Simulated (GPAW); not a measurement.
**Geometry or basis: what sets the conductance of a Mo chain with one H atom in line**

Aim: the conductance of a Mo chain with one H atom in line after relaxation, and whether geometry, basis or functional moves it most.

Program: GPAW 26.7.0. Level of theory: GPAW LCAO, PAW setups; relaxation of the junction within the symmetry of its start, lead ends held, in the first sound run; inputs show where later runs differ. Results are calculated unless marked as measured.

## Step 1: The structure

The cell holds 17 atoms: 16 Mo and 1 H. Cell: a = 9.000 Å, b = 9.000 Å, c = 36.513 Å, α = 90.0°, β = 90.0°, γ = 90.0°. Regions: left lead, 8 atoms (8 Mo); channel, 1 atom (1 H); right lead, 8 atoms (8 Mo). Vacuum lies along a and b. The structure is stacked along c, and the current runs across the ab planes.

## Step 2: Relaxing the atoms

Transmission follows bond lengths closely, so the atoms between the held lead ends are relaxed first, within whatever symmetry the start has.

run.py reads:

```python
import json
from ase import Atoms
from ase.constraints import FixAtoms
from ase.optimize import BFGS
from gpaw import GPAW, FermiDirac

device = Atoms(
    ['Mo', 'Mo', 'Mo', 'Mo', 'Mo', 'Mo', 'Mo', 'Mo', 'H', 'Mo', 'Mo', 'Mo', 'Mo', 'Mo', 'Mo', 'Mo', 'Mo'],
    positions=[
        [4.50000, 4.50000, 1.12500],
        [4.50000, 4.50000, 3.37500],
        [4.50000, 4.50000, 5.62500],
        [4.50000, 4.50000, 7.87500],
        [4.50000, 4.50000, 10.12500],
        [4.50000, 4.50000, 12.37500],
        [4.50000, 4.50000, 14.62500],
        [4.50000, 4.50000, 16.87500],
        [4.50000, 4.50000, 18.25640],
        [4.50000, 4.50000, 19.63780],
        [4.50000, 4.50000, 21.88780],
        [4.50000, 4.50000, 24.13780],
        [4.50000, 4.50000, 26.38780],
        [4.50000, 4.50000, 28.63780],
        [4.50000, 4.50000, 30.88780],
        [4.50000, 4.50000, 33.13780],
        [4.50000, 4.50000, 35.38780]],
    cell=[[9.0, 0.0, 0.0], [0.0, 9.0, 0.0], [0.0, 0.0, 36.5128]],
    pbc=True)

device.set_constraint(FixAtoms([0, 1, 2, 3, 4, 5, 6, 10, 11, 12, 13, 14, 15, 16]))
device.calc = GPAW(mode='lcao', basis='dzp', xc='PBE', h=0.18,
                   kpts={'size': (1, 1, 2), 'gamma': True},
                   symmetry={'tolerance': 1e-3, 'extra_ids': [1, 1, 1, 1, 1, 1, 1, 0, 0, 0, 1, 1, 1, 1, 1, 1, 1]},
                   occupations=FermiDirac(0.1), maxiter=250,
                   mixer=dict(beta=0.1, nmaxold=8, weight=100.0),
                   convergence=dict(density=0.0001), txt='relax.txt')
path = []
opt = BFGS(device, maxstep=0.15)
opt.attach(lambda: path.append((device.get_potential_energy(), device.positions.tolist(), device.get_forces().tolist())))
relaxed = bool(opt.run(fmax=0.05, steps=50))
json.dump(dict(relaxed=relaxed, path=path, positions=device.positions.tolist(), moments=device.get_magnetic_moments().tolist(),
               forces=device.get_forces(apply_constraint=False).tolist()), open('result.json', 'w'))
```

The run is started by

```
$ OMP_NUM_THREADS=1 OPENBLAS_NUM_THREADS=1 python run.py
```

What it wrote:

```text
Step          Energy          fmax
BFGS:    0      -92.507365        9.877856
BFGS:    1      -94.652219        5.220268
BFGS:    2      -95.225427        2.158346
BFGS:    3      -95.293616        0.516346
BFGS:    4      -95.298444        0.046886
```

Wall time 19 min (1 thread of Arm Neoverse V1, shared host); peak memory 2 GiB.

Relaxation path:

```csv
step,energy less that of the first step (eV),largest force (eV/Å)
1,0.0000,9.8779
2,-2.1755,5.2203
3,-2.7847,2.1583
4,-2.8438,0.5163
5,-2.8505,0.0469
```

The atoms that moved most (Å):

```csv
atom,dx,dy,dz,length
Mo10,0.000,0.000,0.256,0.256
Mo8,0.000,0.000,-0.256,0.256
```

The relaxation lowered the energy of the cell by 2.85 eV (energies extrapolated to zero smearing; the optimiser's log prints free energies). The largest force left on a free atom is 0.047 eV/Å.

## Step 3: GPAW, dzp

The script solves lead and junction separately, takes H and S in the orbital basis, and joins semi-infinite leads through their self-energies; the dzp basis is the working standard.

This step: GPAW LCAO, PAW setups; Landauer transmission from Green's functions with principal layers (ASE), zero bias (GPAW 26.7.0).

run.py reads:

```python
import json
import numpy as np
from ase import Atoms
from ase.transport.calculators import TransportCalculator
from gpaw import GPAW, FermiDirac
from gpaw.lcao.tools import get_lcao_hamiltonian
from scipy.linalg import eigh

# The junction with lead layers at both ends, along the third cell vector
device = Atoms(
    ['Mo', 'Mo', 'Mo', 'Mo', 'Mo', 'Mo', 'Mo', 'Mo', 'H', 'Mo', 'Mo', 'Mo', 'Mo', 'Mo', 'Mo', 'Mo', 'Mo'],
    positions=[
        [4.50000, 4.50000, 1.12500],
        [4.50000, 4.50000, 3.37500],
        [4.50000, 4.50000, 5.62500],
        [4.50000, 4.50000, 7.87500],
        [4.50000, 4.50000, 10.12500],
        [4.50000, 4.50000, 12.37500],
        [4.50000, 4.50000, 14.62500],
        [4.50000, 4.50000, 16.61929],
        [4.50000, 4.50000, 18.25640],
        [4.50000, 4.50000, 19.89351],
        [4.50000, 4.50000, 21.88780],
        [4.50000, 4.50000, 24.13780],
        [4.50000, 4.50000, 26.38780],
        [4.50000, 4.50000, 28.63780],
        [4.50000, 4.50000, 30.88780],
        [4.50000, 4.50000, 33.13780],
        [4.50000, 4.50000, 35.38780]],
    cell=[[9.0, 0.0, 0.0], [0.0, 9.0, 0.0], [0.0, 0.0, 36.5128]],
    pbc=True)

# One principal layer of the lead: the first 5 atoms of the device
lead = Atoms(
    ['Mo', 'Mo', 'Mo', 'Mo', 'Mo'],
    positions=[
        [4.50000, 4.50000, 1.12500],
        [4.50000, 4.50000, 3.37500],
        [4.50000, 4.50000, 5.62500],
        [4.50000, 4.50000, 7.87500],
        [4.50000, 4.50000, 10.12500]],
    cell=[[9.0, 0.0, 0.0], [0.0, 9.0, 0.0], [0.0, 0.0, 11.25]],
    pbc=True)

settings = dict(mode='lcao', basis='dzp', xc='PBE', h=0.2,
                occupations=FermiDirac(0.1), maxiter=250,
                mixer=dict(beta=0.1, nmaxold=8, weight=100.0),
                convergence=dict(density=0.0001))
energies = np.arange(-2, 2 + 1e-9, 0.025)
eta = 0.0001
n1, n2 = 1, 1
# k and -k transmit alike, so half of the mesh across the current serves
mesh = [(i, j) for i in range(n1) for j in range(n2) if (i, j) <= (-i % n1, -j % n2)]
weights = np.array([1 if (i, j) == (-i % n1, -j % n2) else 2 for i, j in mesh]) / (n1 * n2)


def ground_state(atoms, size, txt):
    atoms.calc = GPAW(kpts={'size': size, 'gamma': True}, symmetry={'tolerance': 1e-3}, txt=txt, **settings)
    atoms.get_potential_energy()
    return atoms.calc.get_fermi_level()


def blocks(atoms, fermi, points, nz, cells):
    """H - E_F S and S between cell 0 and the cells above it, at each point across the current."""
    kz = np.arange(nz) / nz
    calc = atoms.calc.fixed_density(kpts=[(*k, z) for k in points for z in kz], symmetry='off', txt=None)
    H, S = get_lcao_hamiltonian(calc)
    H = (H - fermi * S).reshape(len(H), len(points), nz, *S.shape[1:])
    S = S.reshape(H.shape[1:])
    phases = [np.exp(-2j * np.pi * kz * R) / nz for R in cells]
    return [(np.einsum('skzij,z->ksij', H, p), np.einsum('kzij,z->kij', S, p)) for p in phases]


def pair(a, b):
    return np.block([[a, b], [b.T.conj(), a]])


def count_channels(h, s, cells, nk=240):
    """Half the number of times that the lead's bands cross each energy, unfolded to its shortest repeat."""
    b = len(h) // cells
    bands = []
    for k in (np.arange(nk + 1) + 0.5) / nk:
        hk, sk = h[:b, :b].copy(), s[:b, :b].copy()
        for R in range(1, cells):
            phase, block = np.exp(2j * np.pi * k * R), slice(R * b, (R + 1) * b)
            hk += h[:b, block] * phase + (h[:b, block] * phase).T.conj()
            sk += s[:b, block] * phase + (s[:b, block] * phase).T.conj()
        w, u = eigh(sk)
        x = u[:, w > 1e-5] / w[w > 1e-5]**0.5  # drop near-dependent combinations
        bands.append(np.r_[eigh(x.T.conj() @ hk @ x, eigvals_only=True), [1e9] * (w <= 1e-5).sum()])
    below = np.array(bands)[:, :, None] < energies
    return (below[1:] != below[:-1]).sum((0, 1)) / 2


fermi_lead = ground_state(lead, (1, 1, 10), 'lead.txt')
fermi_device = ground_state(device, (1, 1, 2), 'device.txt')
T, channels, eigen, tail, misfit, shifts = [], [], [], 0.0, 0.0, []
for first in range(0, len(mesh), 384):
    points = [(i / n1, j / n2) for i, j in mesh[first:first + 384]]
    (H0k, S0k), (H1k, S1k), (H2k, _) = blocks(lead, fermi_lead, points, 5, range(3))
    [(Hk, Sk)] = blocks(device, fermi_device, points, 2, [0])
    tail = max(tail, abs(H2k).max())
    for H0, S0, H1, S1, H, S in zip(H0k, S0k, H1k, S1k, Hk, Sk):
        n = len(S0)
        # Shift the lead onto the potential of the device's first layer
        shift = ((H[:, 0, 0] - H0[:, 0, 0]) / S0[0, 0]).real.mean()
        shifts.append(shift)
        misfit = max(misfit, abs(H[:, :n, :n] - H0 - shift * S0).max())
        Tk, Ck, Ek = [], [], []
        for s in range(len(H)):
            t = s % len(H0)  # a lead without moments serves both spins
            h1, s1 = pair(H0[t] + shift * S0, H1[t] + shift * S1), pair(S0, S1)
            leads = dict(h1=h1, s1=s1, energies=energies, eta=eta, eta1=eta, eta2=eta)
            calc = TransportCalculator(h=H[s], s=S, eigenchannels=3, **leads)
            Tk.append(calc.get_transmission())
            Ek.append(np.sort(calc.eigenchannels_ne, axis=0)[::-1])
            Ck.append(count_channels(h1, s1, 10))
        T.append(Tk)
        channels.append(Ck)
        eigen.append(Ek)
T, channels = np.array(T), np.array(channels)
mean, open_channels = np.einsum('kse,k->se', T, weights), np.einsum('kse,k->se', channels, weights)

print(f'basis functions: device {len(S)}, principal layer {n}')
print(f'Fermi level: lead {fermi_lead:.4f} eV, device {fermi_device:.4f} eV; lead shifted by {np.mean(shifts):.4f} eV')
print(f'largest coupling past the next layer {tail:.2e} eV, largest misfit of the first layer {misfit:.3f} eV')
print('  E-E_F (eV)   ' + 'T (one spin)  channels')
for e, t, c in zip(energies, mean.T, open_channels.T):
    print(f'{e:10.3f}  ', *[f'{x:11.4e}' for x in t], *[f'{x:9.4f}' for x in c])

kT = 8.617333e-5 * 300
fine = np.linspace(energies[0], energies[-1], 4001)
both = np.exp(np.interp(fine, energies, np.log(np.maximum(mean.sum(0) * 2 / len(mean), 1e-30))))
fermi = lambda mu: 1 / (1 + np.exp(np.clip((fine - mu) / kT, -200, 200)))
slope = fermi(0) * (1 - fermi(0)) / kT
G = np.trapezoid(both * slope, fine) / 2
seebeck = -np.trapezoid(both * slope * fine, fine) / (2 * G * 300) * 1e6
print(f'conductance at 300 K: {G:.5g} G0 a cell; thermopower {seebeck:.4g} uV/K')
bias = [0.1, 0.2, 0.5, 1.0, 1.5, 2.0]
current = [38.74 * np.trapezoid(both * (fermi(V / 2) - fermi(-V / 2)), fine) for V in bias]
for V, I in zip(bias, current):
    print(f'current from the zero-bias T(E) at {V} V: {I:.5g} uA')
zero = abs(energies).argmin()
json.dump(dict(energies=energies.tolist(), T=mean.tolist(), channels=open_channels.tolist(), G=G, seebeck=seebeck,
               bias=bias, current=current, tail=tail, misfit=misfit, shift=np.mean(shifts), n_device=len(S), n_lead=n,
               fermi=[fermi_lead, fermi_device], energy=device.get_potential_energy(),
               moments=device.get_magnetic_moments().tolist(), mesh=mesh, weights=weights.tolist(),
               T_k=T[:, :, zero].tolist(), eigen=np.array(eigen[0]).tolist()), open('result.json', 'w'))
```

What it wrote:

```text
basis functions: device 469, principal layer 145
Fermi level: lead -2.7421 eV, device -2.6388 eV; lead shifted by -0.0104 eV
largest coupling past the next layer 2.80e-05 eV, largest misfit of the first layer 0.127 eV
  E-E_F (eV)   T (one spin)  [channel counts left out]
    -2.000    4.7062e-01
    -1.975    4.1929e-01
    -1.950    3.6531e-01
    -1.925    3.1009e-01
    -1.900    2.5552e-01
    -1.875    2.0390e-01
    -1.850    1.5765e-01
    -1.825    1.1906e-01
    -1.800    8.9837e-02
    -1.775    7.0904e-02
    -1.750    6.2209e-02
    -1.725    6.2792e-02
    -1.700    7.1109e-02
    -1.675    8.4935e-02
    -1.650    1.0211e-01
    -1.625    1.2027e-01
[...]
1.825    2.8628e+00
     1.850    2.5298e+00
     1.875    1.8746e+00
     1.900    1.3326e+00
     1.925    1.0798e+00
     1.950    1.0002e+00
     1.975    9.8930e-01
     2.000    1.0012e+00
conductance at 300 K: 0.73621 G0 a cell; thermopower -3.76 uV/K
current from the zero-bias T(E) at 0.1 V: 5.7044 uA
current from the zero-bias T(E) at 0.2 V: 11.411 uA
current from the zero-bias T(E) at 0.5 V: 28.564 uA
current from the zero-bias T(E) at 1.0 V: 57.485 uA
current from the zero-bias T(E) at 1.5 V: 87.359 uA
current from the zero-bias T(E) at 2.0 V: 118.7 uA
```

Run time: 5 min. Hardware: 1 thread; peak memory 1.5 GiB.

Numbers from this step:

```
conductance                                    : 0.7362 G₀
largest coupling past the next principal layer : 2.80e-5 eV
largest misfit of the first principal layer    : 0.1267 eV
shift that aligns the lead                     : -0.01040 eV
basis functions of the junction                : 469
basis functions of a principal layer           : 145
transmission at the Fermi level (one spin)     : 0.7361
```

One spin. Transmission, zone mean against energy, zero at the Fermi level:

```csv
energy (eV),"transmission, zone mean"
-2.000,0.471
-1.900,0.256
-1.800,0.0898
-1.700,0.0711
-1.600,0.137
-1.500,0.912
-1.400,0.319
-1.300,0.362
-1.200,0.394
-1.100,0.416
-1.000,0.435
-0.900,0.455
-0.800,0.484
-0.700,0.521
-0.600,0.542
-0.500,0.568
-0.400,0.597
-0.300,0.629
-0.200,0.663
-0.100,0.699
0.000,0.736
0.100,0.774
0.200,0.813
0.300,0.854
0.400,0.897
0.500,0.943
0.600,0.991
0.700,1.04
0.800,1.10
0.900,1.17
1.000,1.24
1.100,1.34
1.200,1.47
1.300,1.73
1.325,1.76
1.400,1.58
1.500,1.75
1.600,1.98
1.700,2.31
1.800,2.85
1.825,2.86
1.900,1.33
2.000,1.00
```

Not self-consistent under bias; the bias window is split evenly. Current through one cell, from the zero-bias transmission against bias:

```csv
bias (V),"current through one cell, from the zero-bias transmission (μA)"
0.100,5.70
0.200,11.4
0.500,28.6
1.000,57.5
1.500,87.4
2.000,119
```

Table of transmission of the three most open eigenchannels by energy, zero at the Fermi level:

```csv
energy (eV),channel 1,channel 2,channel 3
-2.000,0.412,0.0293,0.0293
-1.900,0.196,0.0298,0.0298
-1.800,0.0303,0.0303,0.0292
-1.700,0.0311,0.0311,0.00894
-1.600,0.0726,0.0321,0.0321
-1.500,0.731,0.0759,0.0376
-1.400,0.207,0.0404,0.0355
-1.300,0.249,0.0380,0.0380
-1.200,0.275,0.0412,0.0412
-1.100,0.290,0.0451,0.0451
-1.000,0.300,0.0498,0.0498
-0.900,0.307,0.0552,0.0552
-0.800,0.314,0.0614,0.0614
-0.700,0.320,0.0683,0.0683
-0.600,0.326,0.0757,0.0757
-0.500,0.334,0.0835,0.0835
-0.400,0.344,0.0914,0.0914
-0.300,0.356,0.0994,0.0994
-0.200,0.368,0.107,0.107
-0.100,0.381,0.115,0.115
0.000,0.393,0.123,0.123
0.100,0.405,0.132,0.132
0.200,0.417,0.141,0.141
0.300,0.430,0.150,0.150
0.400,0.442,0.161,0.161
0.500,0.454,0.173,0.173
0.600,0.466,0.187,0.187
0.700,0.477,0.202,0.202
0.800,0.486,0.219,0.219
0.900,0.495,0.239,0.239
1.000,0.502,0.263,0.263
1.100,0.509,0.290,0.290
1.200,0.515,0.324,0.324
1.300,0.521,0.366,0.366
1.400,0.528,0.420,0.420
1.500,0.536,0.491,0.491
1.600,0.587,0.587,0.545
1.700,0.734,0.734,0.554
1.800,0.981,0.981,0.565
1.900,0.577,0.367,0.195
2.000,0.589,0.412,1.1e-4
```

Couplings past the next layer reach 2.8e-5 eV, small enough to drop; the matrix elements of the cell's first layer differ from the bulk lead's by up to 0.13 eV. That layer keeps its own values in the calculation, and only beyond it is the lead taken as perfect. The Fermi levels of lead and junction count from different zeros of potential, one for each periodic cell; with both set to zero, the small remaining shift is what aligns them. By hand: G = 0.7362 × 77.48 μS = 57.0 μS, a resistance of 17.5 kΩ; at 0.1 V a linear junction would pass 5.70 μA, and the integral over the bias window gives 5.70 μA.

## Step 4: Single-zeta polarised basis

One radial function a shell plus polarisation makes the matrices smaller; the question is what that costs.

run.py, as its differences from that of step 3:

```diff
@@ -44,3 +44,3 @@
 
-settings = dict(mode='lcao', basis='dzp', xc='PBE', h=0.2,
+settings = dict(mode='lcao', basis='szp(dzp)', xc='PBE', h=0.2,
                 occupations=FermiDirac(0.1), maxiter=250,
```

What it wrote:

```text
basis functions: device 260, principal layer 80
Fermi level: lead -2.9192 eV, device -2.8528 eV; lead shifted by -0.0132 eV
largest coupling past the next layer 2.79e-05 eV, largest misfit of the first layer 0.121 eV
  E-E_F (eV)   T (one spin)  [channel counts left out]
    -2.000    7.3152e-01
    -1.975    7.0606e-01
    -1.950    6.7799e-01
    -1.925    6.4716e-01
    -1.900    6.1347e-01
    -1.875    5.7690e-01
    -1.850    5.3753e-01
    -1.825    4.9556e-01
    -1.800    4.5134e-01
    -1.775    4.0542e-01
    -1.750    3.5843e-01
    -1.725    3.1170e-01
    -1.700    2.6585e-01
    -1.675    2.2232e-01
    -1.650    1.8234e-01
    -1.625    1.4709e-01
[...]
1.825    2.0076e+00
     1.850    2.0533e+00
     1.875    2.1015e+00
     1.900    2.1531e+00
     1.925    2.2097e+00
     1.950    2.2733e+00
     1.975    2.3466e+00
     2.000    2.4337e+00
conductance at 300 K: 0.71163 G0 a cell; thermopower -3.861 uV/K
current from the zero-bias T(E) at 0.1 V: 5.5137 uA
current from the zero-bias T(E) at 0.2 V: 11.028 uA
current from the zero-bias T(E) at 0.5 V: 27.596 uA
current from the zero-bias T(E) at 1.0 V: 55.56 uA
current from the zero-bias T(E) at 1.5 V: 84.535 uA
current from the zero-bias T(E) at 2.0 V: 114.8 uA
```

Elapsed: 2.6 min, on 1 thread; peak memory 1.4 GiB.

This step gave:

| Item | Value |
| --- | --- |
| conductance | 0.7116 G₀ |
| largest coupling past the next principal layer | 2.79e-5 eV |
| largest misfit of the first principal layer | 0.1206 eV |
| shift that aligns the lead | -0.01319 eV |
| basis functions of the junction | 260 |
| basis functions of a principal layer | 80 |
| transmission at the Fermi level (one spin) | 0.7116 |

One spin. The transmission, zone mean by energy, zero at the Fermi level:

```csv
energy (eV),"transmission, zone mean"
-2.000,0.732
-1.800,0.451
-1.600,0.118
-1.400,0.108
-1.200,0.329
-1.000,0.399
-0.800,0.469
-0.600,0.525
-0.400,0.574
-0.200,0.638
0.000,0.712
0.200,0.788
0.400,0.871
0.600,0.963
0.800,1.07
1.000,1.21
1.200,1.52
1.275,1.86
1.400,1.42
1.600,1.66
1.800,1.96
2.000,2.43
```

Not self-consistent under bias; the bias window is split evenly. Current through one cell, from the zero-bias transmission against bias:

```csv
bias (V),"current through one cell, from the zero-bias transmission (μA)"
0.100,5.51
0.200,11.0
0.500,27.6
1.000,55.6
1.500,84.5
2.000,115
```

Transmission of the three most open eigenchannels against energy, zero at the Fermi level:

```csv
energy (eV),channel 1,channel 2,channel 3
-2.000,0.676,0.0278,0.0278
-1.800,0.393,0.0292,0.0292
-1.600,0.0545,0.0316,0.0316
-1.400,0.0365,0.0356,0.0356
-1.200,0.215,0.0418,0.0418
-1.000,0.267,0.0505,0.0505
-0.800,0.309,0.0616,0.0616
-0.600,0.323,0.0745,0.0745
-0.400,0.339,0.0886,0.0886
-0.200,0.365,0.103,0.103
0.000,0.393,0.119,0.119
0.200,0.418,0.136,0.136
0.400,0.440,0.155,0.155
0.600,0.464,0.177,0.177
0.800,0.488,0.204,0.204
1.000,0.509,0.237,0.237
1.200,0.526,0.281,0.281
1.400,0.541,0.345,0.345
1.600,0.556,0.437,0.437
1.800,0.573,0.555,0.555
2.000,0.744,0.744,0.594
```

The conductance, 0.712 G₀, lies 3.3 % below that of the dzp run.

## Step 5: Minimal basis

The minimal basis is the cheapest rung: no second zeta and no polarisation.

run.py, as its differences from that of step 4:

```diff
@@ -44,3 +44,3 @@
 
-settings = dict(mode='lcao', basis='szp(dzp)', xc='PBE', h=0.2,
+settings = dict(mode='lcao', basis='sz(dzp)', xc='PBE', h=0.2,
                 occupations=FermiDirac(0.1), maxiter=250,
```

What it wrote:

```text
basis functions: device 209, principal layer 65
Fermi level: lead -2.9953 eV, device -2.9262 eV; lead shifted by -0.0141 eV
largest coupling past the next layer 2.78e-05 eV, largest misfit of the first layer 0.132 eV
  E-E_F (eV)   T (one spin)  [channel counts left out]
    -2.000    7.0930e-01
    -1.975    6.8727e-01
    -1.950    6.6308e-01
[...]
1.975    2.0966e+00
     2.000    2.1478e+00
conductance at 300 K: 0.69696 G0 a cell; thermopower -3.654 uV/K
current from the zero-bias T(E) at 0.1 V: 5.4002 uA
current from the zero-bias T(E) at 0.2 V: 10.8 uA
current from the zero-bias T(E) at 0.5 V: 27.016 uA
current from the zero-bias T(E) at 1.0 V: 54.37 uA
current from the zero-bias T(E) at 1.5 V: 82.617 uA
current from the zero-bias T(E) at 2.0 V: 112.01 uA
```

Elapsed: 1.7 min, on 1 thread; peak memory 1.4 GiB.

Numbers from this step:

- conductance: 0.6970 G₀
- largest coupling past the next principal layer: 2.78e-5 eV
- largest misfit of the first principal layer: 0.1323 eV
- shift that aligns the lead: -0.01415 eV
- basis functions of the junction: 209
- basis functions of a principal layer: 65
- transmission at the Fermi level (one spin): 0.6969

The conductance, 0.697 G₀, lies 5.3 % below that of the dzp run.

(Part 1 of 2 ends here.)

[Logs are printed without paths, hosts, clocks, repeated set-up lines and the standing remarks that a program may print on its own settings, such as how far it seeks lower states.]

[Hosts, paths, dates, database ids (printed as entryN), source tags and the programs' standing remarks are cut or masked in the printed files.]
